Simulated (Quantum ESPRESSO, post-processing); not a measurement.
# Zr2CO2 MXene, 1 layer, stepped through biaxial strain, part 2 of 2

What law, if any, do the results for Zr2CO2 MXene, 1 layer follow against biaxial strain?

Quantum ESPRESSO 7.5; plane-wave DFT, PBE, GBRV ultrasoft pseudopotentials.

So far. Step 7 (Relaxation with pw.x, -3 %): The relaxation lowers the energy by 9 meV an atom. Step 9 (Relaxing the ions, 3 %): The relaxation lowers the energy by 7 meV an atom.

## Step 10: Ground state, 3 %

Input file m7.scf.in:

```
&control
  prefix = 'm7.scf'
  outdir = './out'
  pseudo_dir = './pseudo'
  calculation = 'scf'
  tprnfor = .true.
/
&system
  ibrav = 0
  nat = 5
  ntyp = 3
  ecutwfc = 40
  ecutrho = 200
  occupations = 'smearing'
  smearing = 'fd'
  degauss = 0.002
  nbnd = 24
/
&electrons
  conv_thr = 1e-09
  mixing_beta = 0.4
  electron_maxstep = 120
  mixing_mode = 'plain'
/
ATOMIC_SPECIES
  O   15.9990  o_pbe_v1.2.uspp.F.UPF
  Zr  91.2240  zr_pbe_v1.uspp.F.UPF
  C   12.0110  c_pbe_v1.2.uspp.F.UPF
CELL_PARAMETERS angstrom
  3.40573992139000 0.00000000000000 0.00000000000000
  -1.70286996121000 2.94945729104000 0.00000000000000
  0.00000000000000 0.00000000000000 19.95294679600000
ATOMIC_POSITIONS crystal
  O   0.333333333300 0.666666666700 0.386976219000
  Zr  0.666666666700 0.333333333300 0.430607250900
  C   0.000000000000 0.000000000000 0.500000000000
  Zr  0.333333333300 0.666666666700 0.569392749100
  O   0.666666666700 0.333333333300 0.613023781000
K_POINTS automatic
  12 12 1 0 0 0
```

On the command line:

```
$ OMP_NUM_THREADS=1 mpirun -n 4 pw.x -nk 4 -in m7.scf.in > m7.scf.out
```

The job ended after 18 s (4 MPI ranks of AMD EPYC 7R13 (Zen 3), shared host; peak memory 0.55 GiB).

This step gave:

```
free energy                          : -3740.3459 eV
valence top, on the run's zero       : 0.5807 eV
conduction bottom, on the run's zero : 1.738 eV
gap by band count                    : 1.157 eV
```

## Step 11: Relaxation with pw.x, 4 %

Input file m8.relax.in:

```
&control
  prefix = 'm8.relax'
  outdir = './out'
  pseudo_dir = './pseudo'
  nstep = 40
  forc_conv_thr = 0.0003
  calculation = 'relax'
  tstress = .true.
/
&system
  ibrav = 0
  nat = 5
  ntyp = 3
  ecutwfc = 50
  ecutrho = 250
  occupations = 'smearing'
  smearing = 'fd'
  degauss = 0.002
/
&electrons
  conv_thr = 1e-09
  mixing_beta = 0.4
  electron_maxstep = 120
  mixing_mode = 'plain'
/
&ions
/
ATOMIC_SPECIES
  O   15.9990  o_pbe_v1.2.uspp.F.UPF
  Zr  91.2240  zr_pbe_v1.uspp.F.UPF
  C   12.0110  c_pbe_v1.2.uspp.F.UPF
CELL_PARAMETERS angstrom
  3.43880535752000 0.00000000000000 0.00000000000000
  -1.71940267928000 2.97809279872000 0.00000000000000
  0.00000000000000 0.00000000000000 19.95294679600000
ATOMIC_POSITIONS crystal
  O   0.333333333300 0.666666666700 0.383831541200
  Zr  0.666666666700 0.333333333300 0.429929457200
  C   0.000000000000 0.000000000000 0.500000000000
  Zr  0.333333333300 0.666666666700 0.570070542800
  O   0.666666666700 0.333333333300 0.616168458800
K_POINTS automatic
  12 12 1 0 0 0
```

On the command line:

```
$ OMP_NUM_THREADS=1 mpirun -n 4 pw.x -nk 4 -in m8.relax.in > m8.relax.out
```

Run time: 2.6 min. Hardware: 4 MPI ranks; peak memory 0.8 GiB.

Relaxation path:

| step | energy less that of the first step (eV) | largest force (eV/Å) |
| --- | --- | --- |
| 1 | 0.0000 | 0.7498 |
| 2 | -0.0218 | 0.5066 |
| 3 | -0.0352 | 0.3001 |
| 4 | -0.0470 | 0.3322 |
| 5 | -0.0528 | 0.2589 |
| 6 | -0.0552 | 0.0892 |
| 7 | -0.0556 | 0.0125 |
| 8 | -0.0556 | 0.0008 |

The atoms that moved most (Å):

| atom | dx | dy | dz | length |
| --- | --- | --- | --- | --- |
| O5 | 0.000 | 0.000 | -0.082 | 0.082 |
| O1 | 0.000 | 0.000 | 0.082 | 0.082 |
| Zr4 | 0.000 | 0.000 | -0.018 | 0.018 |
| Zr2 | 0.000 | 0.000 | 0.018 | 0.018 |

The relaxed structure:

```xyz
5
Lattice="3.4388 0.0000 0.0000 -1.7194 2.9781 0.0000 0.0000 0.0000 19.9529" Properties=species:S:1:pos:R:3
O     0.0000    1.9854    7.7406
Zr    1.7194    0.9927    8.5963
C     0.0000    0.0000    9.9765
Zr    0.0000    1.9854   11.3566
O     1.7194    0.9927   12.2124
```

The relaxation lowers the energy by 11 meV an atom.

This step gave:

* free energy: -3740.2311 eV
* Fermi energy: 1.145 eV

## Step 12: Ground state, 4 %

Input file m8.scf.in:

```
&control
  prefix = 'm8.scf'
  outdir = './out'
  pseudo_dir = './pseudo'
  calculation = 'scf'
  tprnfor = .true.
/
&system
  ibrav = 0
  nat = 5
  ntyp = 3
  ecutwfc = 40
  ecutrho = 200
  occupations = 'smearing'
  smearing = 'fd'
  degauss = 0.002
  nbnd = 24
/
&electrons
  conv_thr = 1e-09
  mixing_beta = 0.4
  electron_maxstep = 120
  mixing_mode = 'plain'
/
ATOMIC_SPECIES
  O   15.9990  o_pbe_v1.2.uspp.F.UPF
  Zr  91.2240  zr_pbe_v1.uspp.F.UPF
  C   12.0110  c_pbe_v1.2.uspp.F.UPF
CELL_PARAMETERS angstrom
  3.43880535752000 0.00000000000000 0.00000000000000
  -1.71940267928000 2.97809279872000 0.00000000000000
  0.00000000000000 0.00000000000000 19.95294679600000
ATOMIC_POSITIONS crystal
  O   0.333333333300 0.666666666700 0.387941220900
  Zr  0.666666666700 0.333333333300 0.430828685600
  C   0.000000000000 0.000000000000 0.500000000000
  Zr  0.333333333300 0.666666666700 0.569171314400
  O   0.666666666700 0.333333333300 0.612058779100
K_POINTS automatic
  12 12 1 0 0 0
```

On the command line:

```
$ OMP_NUM_THREADS=1 mpirun -n 4 pw.x -nk 4 -in m8.scf.in > m8.scf.out
```

Wall time 22 s (4 MPI ranks); peak memory 0.51 GiB; 84 s of CPU time.

This step gave:

| Quantity | Value |
| --- | --- |
| free energy | -3740.2179 eV |
| valence top, on the run's zero | 0.5139 eV |
| conduction bottom, on the run's zero | 1.720 eV |
| gap by band count | 1.206 eV |

## Step 13: The series side by side

The series in one table, energies over the lowest:

| biaxial strain | energy (eV) | gap along the path (eV) | upper vacuum level over the valence top of the mesh (eV) | lower vacuum level over that top (eV) |
| --- | --- | --- | --- | --- |
| -4 % | 0.3506 | 0.6033 | 5.62 | 5.62 |
| -3 % | 0.1944 | 0.7064 | 5.549 | 5.549 |
| -2 % | 0.0854 | 0.8014 | 5.479 | 5.479 |
| -1 % | 0.0213 | 0.8876 | 5.414 | 5.414 |
| 0 % | 0.0000 | 0.9655 | 5.345 | 5.345 |
| 1 % | 0.0192 | 1.037 | 5.279 | 5.279 |
| 2 % | 0.0770 | 1.1 | 5.222 | 5.222 |
| 3 % | 0.1709 | 1.157 | 5.165 | 5.165 |
| 4 % | 0.2990 | 1.206 | 5.117 | 5.117 |

## Step 14: By hand

A parabola through the energies within ±2 % has E = 202.95 eV × ε² -0.190 eV × ε; for the curvature, over A = 9.468 Å² this is 202.95 × 1/9.468 × 16.02 = 343 N/m.

## Step 15: Outcome

```yaml
c11_c12: 343 N/m
gap_along_the_path_at_minus_4_and_at_4: 0.60, 1.21 eV
upper_vacuum_level_over_the_valence_top_of_the_mesh_at_minus_4_and_at_4: 5.62, 5.12 eV
lower_vacuum_level_over_that_top_at_minus_4_and_at_4: 5.62, 5.12 eV
```

**Reading.** The series holds 9 members; C11 + C12: 343 N/m (PBE, GBRV ultrasoft). The energy is lowest near zero strain. From -4 % to 4 % the gap along the path rises from 0.60 to 1.21 eV. From -4 % to 4 % the upper vacuum level over the valence top of the mesh falls from 5.62 to 5.12 eV. From -4 % to 4 % the lower vacuum level over that top falls from 5.62 to 5.12 eV. Semilocal gaps are too small; the 1×1 cell can't ripple over many cells under compression as a free sheet would. No spin-orbit coupling.

[Logs are printed without paths, hosts, clocks, repeated set-up lines and the standing remarks that a program may print on its own settings, such as how far it seeks lower states.]

[Hosts, paths, dates, database ids (printed as entryN), source tags and the programs' standing remarks are cut or masked in the printed files.]

[Maps of the electrostatic potential energy from Ansatz leave out the sawtooth potential of an applied field or a dipole correction, so their vacuum need not be flat; planar profiles and work functions include it.]
